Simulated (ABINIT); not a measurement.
# MoS2 (P6_3/mmc): G0W0 in ABINIT against the bands in the screening, part 2 of 2

Wanted: the cheapest bands in the screening that holds the gap of MoS2 (P6_3/mmc).

ABINIT 10.8.3; PBE and many-body steps on it, plane waves. Known limits of the many-body steps: not at the basis limit; no spin-orbit coupling; coarse k mesh.

So far. Step 2 (Screening, 6×6×1 mesh, 34 bands, screening to 130.6 eV): Local fields lower ε∞ by 11 %. On a Γ-centred mesh this coarse the value itself is usually too large, while a short band sum pulls it down. Step 5 (44 bands): The gap on the mesh goes from 0.89 eV to 1.24 eV, a correction of +0.35 eV.

The database entry behind the starting cell differs from later determinations by our own check (about 0.3 % long), so it need not match the best structure at ambient conditions.

## Step 6: Screening, 6×6×1 mesh, 106 bands, screening to 130.6 eV

This step: RPA screening on PBE, plane waves, norm-conserving pseudopotentials.

The input, run.abi:

```
acell 3*1.0 Angstrom
rprim 
  3.169000000004 -0.000000000001 0.000000000000
  -1.584500000001 2.744434504597 0.000000000000
  0.000000000000 0.000000000000 12.324000000000
ntypat 2
znucl 42 16
natom 6
typat 1 1 2 2 2 2
xred 
  0.333333333333 0.666666666667 0.250000000000
  0.666666666667 0.333333333333 0.750000000000
  0.333333333333 0.666666666667 0.623000000000
  0.666666666667 0.333333333333 0.123000000000
  0.333333333333 0.666666666667 0.877000000000
  0.666666666667 0.333333333333 0.377000000000
pp_dirpath "pseudos"
pseudos "Mo.upf, S.upf"
ecut 36
ngkpt 6 6 1
nshiftk 1
shiftk 0 0 0
kptopt 1
chksymbreak 0
istwfk *1
occopt 1
irdwfk 1
optdriver 3
nband 106
ecuteps 4.8
inclvkb 2
awtr 1
symchi 1
indata_prefix "in"
outdata_prefix "out"
tmpdata_prefix "tmp"
```

On the command line:

```
OMP_NUM_THREADS=1 mpirun -n 8 abinit run.abi > log
```

The program printed:

```text
.Version 10.8.3 of ABINIT. v10.8.2 released Aug 2026.

 Symmetries : space group P6_3/m m c (#194); Bravais hP (primitive hexag.)
[... echo of the input left out ...]
== DATASET  1 ==================================================================
-   mpi_nproc: 8, omp_nthreads: 1 (-1 if OMP is not activated)

--- !DatasetInfo
iteration_state: {dtset: 1, }
dimensions: {natom: 6, nkpt: 7, mband: 106, nsppol: 1, nspinor: 1, nspden: 1, mpw: 7481, }
cutoff_energies: {ecut:  36.0, pawecutdg:  -1.0, }
[...]
--------------------------------------------------------------------------------
[... chi0 elements left out ...]
 For q-point:  0.000010 0.000020 0.000030
  dielectric constant =  14.4837
  dielectric constant without local fields =  16.2843

  Average fulfillment of the sum rule on Im[epsilon] for q-point    1 :     69.46  [%]
[... wings left out ...]
  q-point number  2        q = ( 0.166667, 0.000000, 0.000000) [r.l.u.]
--------------------------------------------------------------------------------
[... chi0 elements left out ...]
  Average fulfillment of the sum rule on Im[epsilon] for q-point    2 :     73.09  [%]

 [... 5 further q-points ...]
```

Run time: 50 s. Hardware: 8 MPI ranks of Arm Neoverse V1, shared host; peak memory 2.4 GiB.

This step gave:

```yaml
eps_infinity_with_local_fields_on_this_mesh_along_the_program_s_q_direction: 14.48
the_same_without_local_fields: 16.28
plasma_frequency: 25.86 eV
plane_waves_in_the_screening_matrix: 341
```

## Step 7: 106 bands

This step: G0W0 on PBE, plane waves, norm-conserving pseudopotentials.

run.abi, as its differences from that of step 6:

```diff
@@ -27,8 +27,19 @@
 irdwfk 1
-optdriver 3
+optdriver 4
 nband 106
+gwcalctyp 0
+ecutsigx 36
+symsigma 1
+nkptgw 3
+kptgw 
+  0.0000000000 0.0000000000 0.0000000000
+  0.1666666667 0.1666666667 0.0000000000
+  0.3333333333 0.3333333333 0.0000000000
+bdgw 
+  25 28
+  25 28
+  25 28
 ecuteps 4.8
-inclvkb 2
-awtr 1
-symchi 1
+irdscr 1
+ppmodel 1
 indata_prefix "in"
```

The program printed:

```text
.Version 10.8.3 of ABINIT. v10.8.2 released Aug 2026.

 Symmetries : space group P6_3/m m c (#194); Bravais hP (primitive hexag.)
[... echo of the input left out ...]
== DATASET  1 ==================================================================
-   mpi_nproc: 8, omp_nthreads: 1 (-1 if OMP is not activated)

--- !DatasetInfo
iteration_state: {dtset: 1, }
dimensions: {natom: 6, nkpt: 7, mband: 106, nsppol: 1, nspinor: 1, nspden: 1, mpw: 7481, }
cutoff_energies: {ecut:  36.0, pawecutdg:  -1.0, }
[...]
Band     E0 <VxcDFT>   SigX SigC(E0)      Z dSigC/dE  Sig(E)    E-E0       E
[...]
27   9.486 -17.609 -13.378  -2.848   0.776  -0.288 -16.536   1.073  10.559
       28   9.486 -17.609 -13.378  -2.848   0.776  -0.288 -16.536   1.073  10.559

== END DATASET(S) ==============================================================
================================================================================

 -outvars: echo values of variables after computation  --------
           etotal      0.0000000000E+00
            nband         106
             nkpt           7
          spgroup         194
 [... the other variables as echoed above ...]

 Calculation completed.
```

Run time: 18 s. Hardware: 8 MPI ranks; peak memory 1.7 GiB; 2.4 min of CPU time.

This step gave:

| Property | Result |
| --- | --- |
| G0W0 gap on the points computed | 1.192 eV |
| starting gap on the mesh | 0.8887 eV |
| k of the valence top | 0, 0, 0 |
| k of the conduction bottom | 0.1667, 0.1667, 0 |
| least direct G0W0 gap on the computed points | 2.183 eV |

Against the run before, the gap moves by −0.048 eV.

## Step 8: Screening, 6×6×1 mesh, 213 bands, screening to 130.6 eV

This step: RPA screening on PBE, plane waves, norm-conserving pseudopotentials.

run.abi, as its differences from that of step 7:

```diff
@@ -27,19 +27,8 @@
 irdwfk 1
-optdriver 4
-nband 106
-gwcalctyp 0
-ecutsigx 36
-symsigma 1
-nkptgw 3
-kptgw 
-  0.0000000000 0.0000000000 0.0000000000
-  0.1666666667 0.1666666667 0.0000000000
-  0.3333333333 0.3333333333 0.0000000000
-bdgw 
-  25 28
-  25 28
-  25 28
+optdriver 3
+nband 213
 ecuteps 4.8
-irdscr 1
-ppmodel 1
+inclvkb 2
+awtr 1
+symchi 1
 indata_prefix "in"
```

The program printed:

```text
.Version 10.8.3 of ABINIT. v10.8.2 released Aug 2026.

 Symmetries : space group P6_3/m m c (#194); Bravais hP (primitive hexag.)
[... echo of the input left out ...]
== DATASET  1 ==================================================================
-   mpi_nproc: 8, omp_nthreads: 1 (-1 if OMP is not activated)

--- !DatasetInfo
iteration_state: {dtset: 1, }
dimensions: {natom: 6, nkpt: 7, mband: 213, nsppol: 1, nspinor: 1, nspden: 1, mpw: 7481, }
cutoff_energies: {ecut:  36.0, pawecutdg:  -1.0, }
[...]
--------------------------------------------------------------------------------
[... chi0 elements left out ...]
 For q-point:  0.000010 0.000020 0.000030
  dielectric constant =  14.5405
  dielectric constant without local fields =  16.2969

  Average fulfillment of the sum rule on Im[epsilon] for q-point    1 :     82.24  [%]
[... wings left out ...]
  q-point number  2        q = ( 0.166667, 0.000000, 0.000000) [r.l.u.]
--------------------------------------------------------------------------------
[... chi0 elements left out ...]
  Average fulfillment of the sum rule on Im[epsilon] for q-point    2 :     84.03  [%]

 [... 5 further q-points ...]
```

Wall time 1.9 min (8 MPI ranks); peak memory 2.9 GiB; 15 min of CPU time.

This step gave:

```
ε∞ with local fields, on this mesh, along the program's q direction : 14.54
the same without local fields                                       : 16.30
plasma frequency                                                    : 25.86 eV
plane waves in the screening matrix                                 : 341
```

## Step 9: 213 bands

This step: G0W0 on PBE, plane waves, norm-conserving pseudopotentials.

run.abi, as its differences from that of step 8:

```diff
@@ -27,8 +27,19 @@
 irdwfk 1
-optdriver 3
-nband 213
+optdriver 4
+nband 106
+gwcalctyp 0
+ecutsigx 36
+symsigma 1
+nkptgw 3
+kptgw 
+  0.0000000000 0.0000000000 0.0000000000
+  0.1666666667 0.1666666667 0.0000000000
+  0.3333333333 0.3333333333 0.0000000000
+bdgw 
+  25 28
+  25 28
+  25 28
 ecuteps 4.8
-inclvkb 2
-awtr 1
-symchi 1
+irdscr 1
+ppmodel 1
 indata_prefix "in"
```

The program printed:

```text
.Version 10.8.3 of ABINIT. v10.8.2 released Aug 2026.

 Symmetries : space group P6_3/m m c (#194); Bravais hP (primitive hexag.)
[... echo of the input left out ...]
== DATASET  1 ==================================================================
-   mpi_nproc: 8, omp_nthreads: 1 (-1 if OMP is not activated)

--- !DatasetInfo
iteration_state: {dtset: 1, }
dimensions: {natom: 6, nkpt: 7, mband: 106, nsppol: 1, nspinor: 1, nspden: 1, mpw: 7481, }
cutoff_energies: {ecut:  36.0, pawecutdg:  -1.0, }
[...]
Band     E0 <VxcDFT>   SigX SigC(E0)      Z dSigC/dE  Sig(E)    E-E0       E
[...]
27   9.486 -17.609 -13.378  -2.862   0.777  -0.286 -16.545   1.064  10.550
       28   9.486 -17.609 -13.378  -2.862   0.777  -0.286 -16.545   1.064  10.550

== END DATASET(S) ==============================================================
================================================================================

 -outvars: echo values of variables after computation  --------
           etotal      0.0000000000E+00
            nband         106
             nkpt           7
          spgroup         194
 [... the other variables as echoed above ...]

 Calculation completed.
```

Elapsed: 18 s, on 8 MPI ranks; peak memory 1.7 GiB.

This step gave:

* G0W0 gap on the points computed: 1.179 eV
* starting gap on the mesh: 0.8887 eV
* k of the valence top: 0, 0, 0
* k of the conduction bottom: 0.1667, 0.1667, 0
* least direct G0W0 gap on the computed points: 2.189 eV

Against the run before, the gap moves by −0.013 eV.

## Step 10: Side by side

Times are wall times on 8 MPI ranks of Arm Neoverse V1, shared host, good to a factor of about two. A run's time includes the screening step that it read.

| run | mesh | bands | screening cutoff (eV) | DFT gap (eV) | gap on the mesh (eV) | direct (eV) | ε∞ used | time |
| --- | --- | --- | --- | --- | --- | --- | --- | --- |
| 34 bands | 6×6×1 | 106 | 130.6 | 0.889 | 1.331 | 2.151 | 13.01 | 28 s |
| 44 bands | 6×6×1 | 106 | 130.6 | 0.889 | 1.240 | 2.151 | 14.15 | 36 s |
| 106 bands | 6×6×1 | 106 | 130.6 | 0.889 | 1.192 | 2.183 | 14.48 | 68 s |
| 213 bands | 6×6×1 | 106 | 130.6 | 0.889 | 1.179 | 2.189 | 14.54 | 2.2 min |

## Step 11: Summary of results

| Property | Result |
| --- | --- |
| 34 bands | 1.331 eV |
| 44 bands | 1.240 eV |
| 106 bands | 1.192 eV |
| 213 bands | 1.179 eV |
| known limits | not at the basis limit; no spin-orbit coupling; coarse k mesh |

In words: The setting moved: bands in the screening. From 34 bands to 213 bands the gap moves by −0.15 eV, for 4.7 times the time. The last step still moves it by −0.013 eV. Bands and screening cutoff are coupled, so a series along one setting does not show full convergence. Bands and cutoff are finite, so the gap is not at the basis limit. The miss can reach some tenths of an eV and take either sign; the mesh is an error of its own. In the first G0W0 run levels were corrected at 3 k points alone, so a gap called «on the mesh» is the least over those, and an edge elsewhere would be missed. The 6×6×1 mesh is coarse for this cell, which bears on the long-range parts of exchange and screening. The many-body steps are scalar-relativistic: spin-orbit coupling is not in them.

[Paths, hosts, dates, memory and timing lines, banners, echoed tables and standing remarks are left out of the program output.]

[Logs are printed without paths, hosts, clocks, repeated set-up lines and the standing remarks that a program may print on its own settings, such as how far it seeks lower states.]

[Runs of the session that timed out or met a known fault of the program may be left out.]

[No measured gap is set beside runs whose start may be inverted or whose files or cutoffs have a known fault.]

[Hosts, paths, dates, database ids (printed as entryN), source tags and the programs' standing remarks are cut or masked in the printed files.]

[G0W0 gaps are taken among the corrected bands and points alone; a level outside them can change the order at an edge.]

[Where Ansatz stands beside ABINIT at settings called matched, ABINIT's density can come from a denser mesh and the files from another edition; pairs whose starting gaps differed by over 0.03 eV were left out, so agreement reads better than it is.]
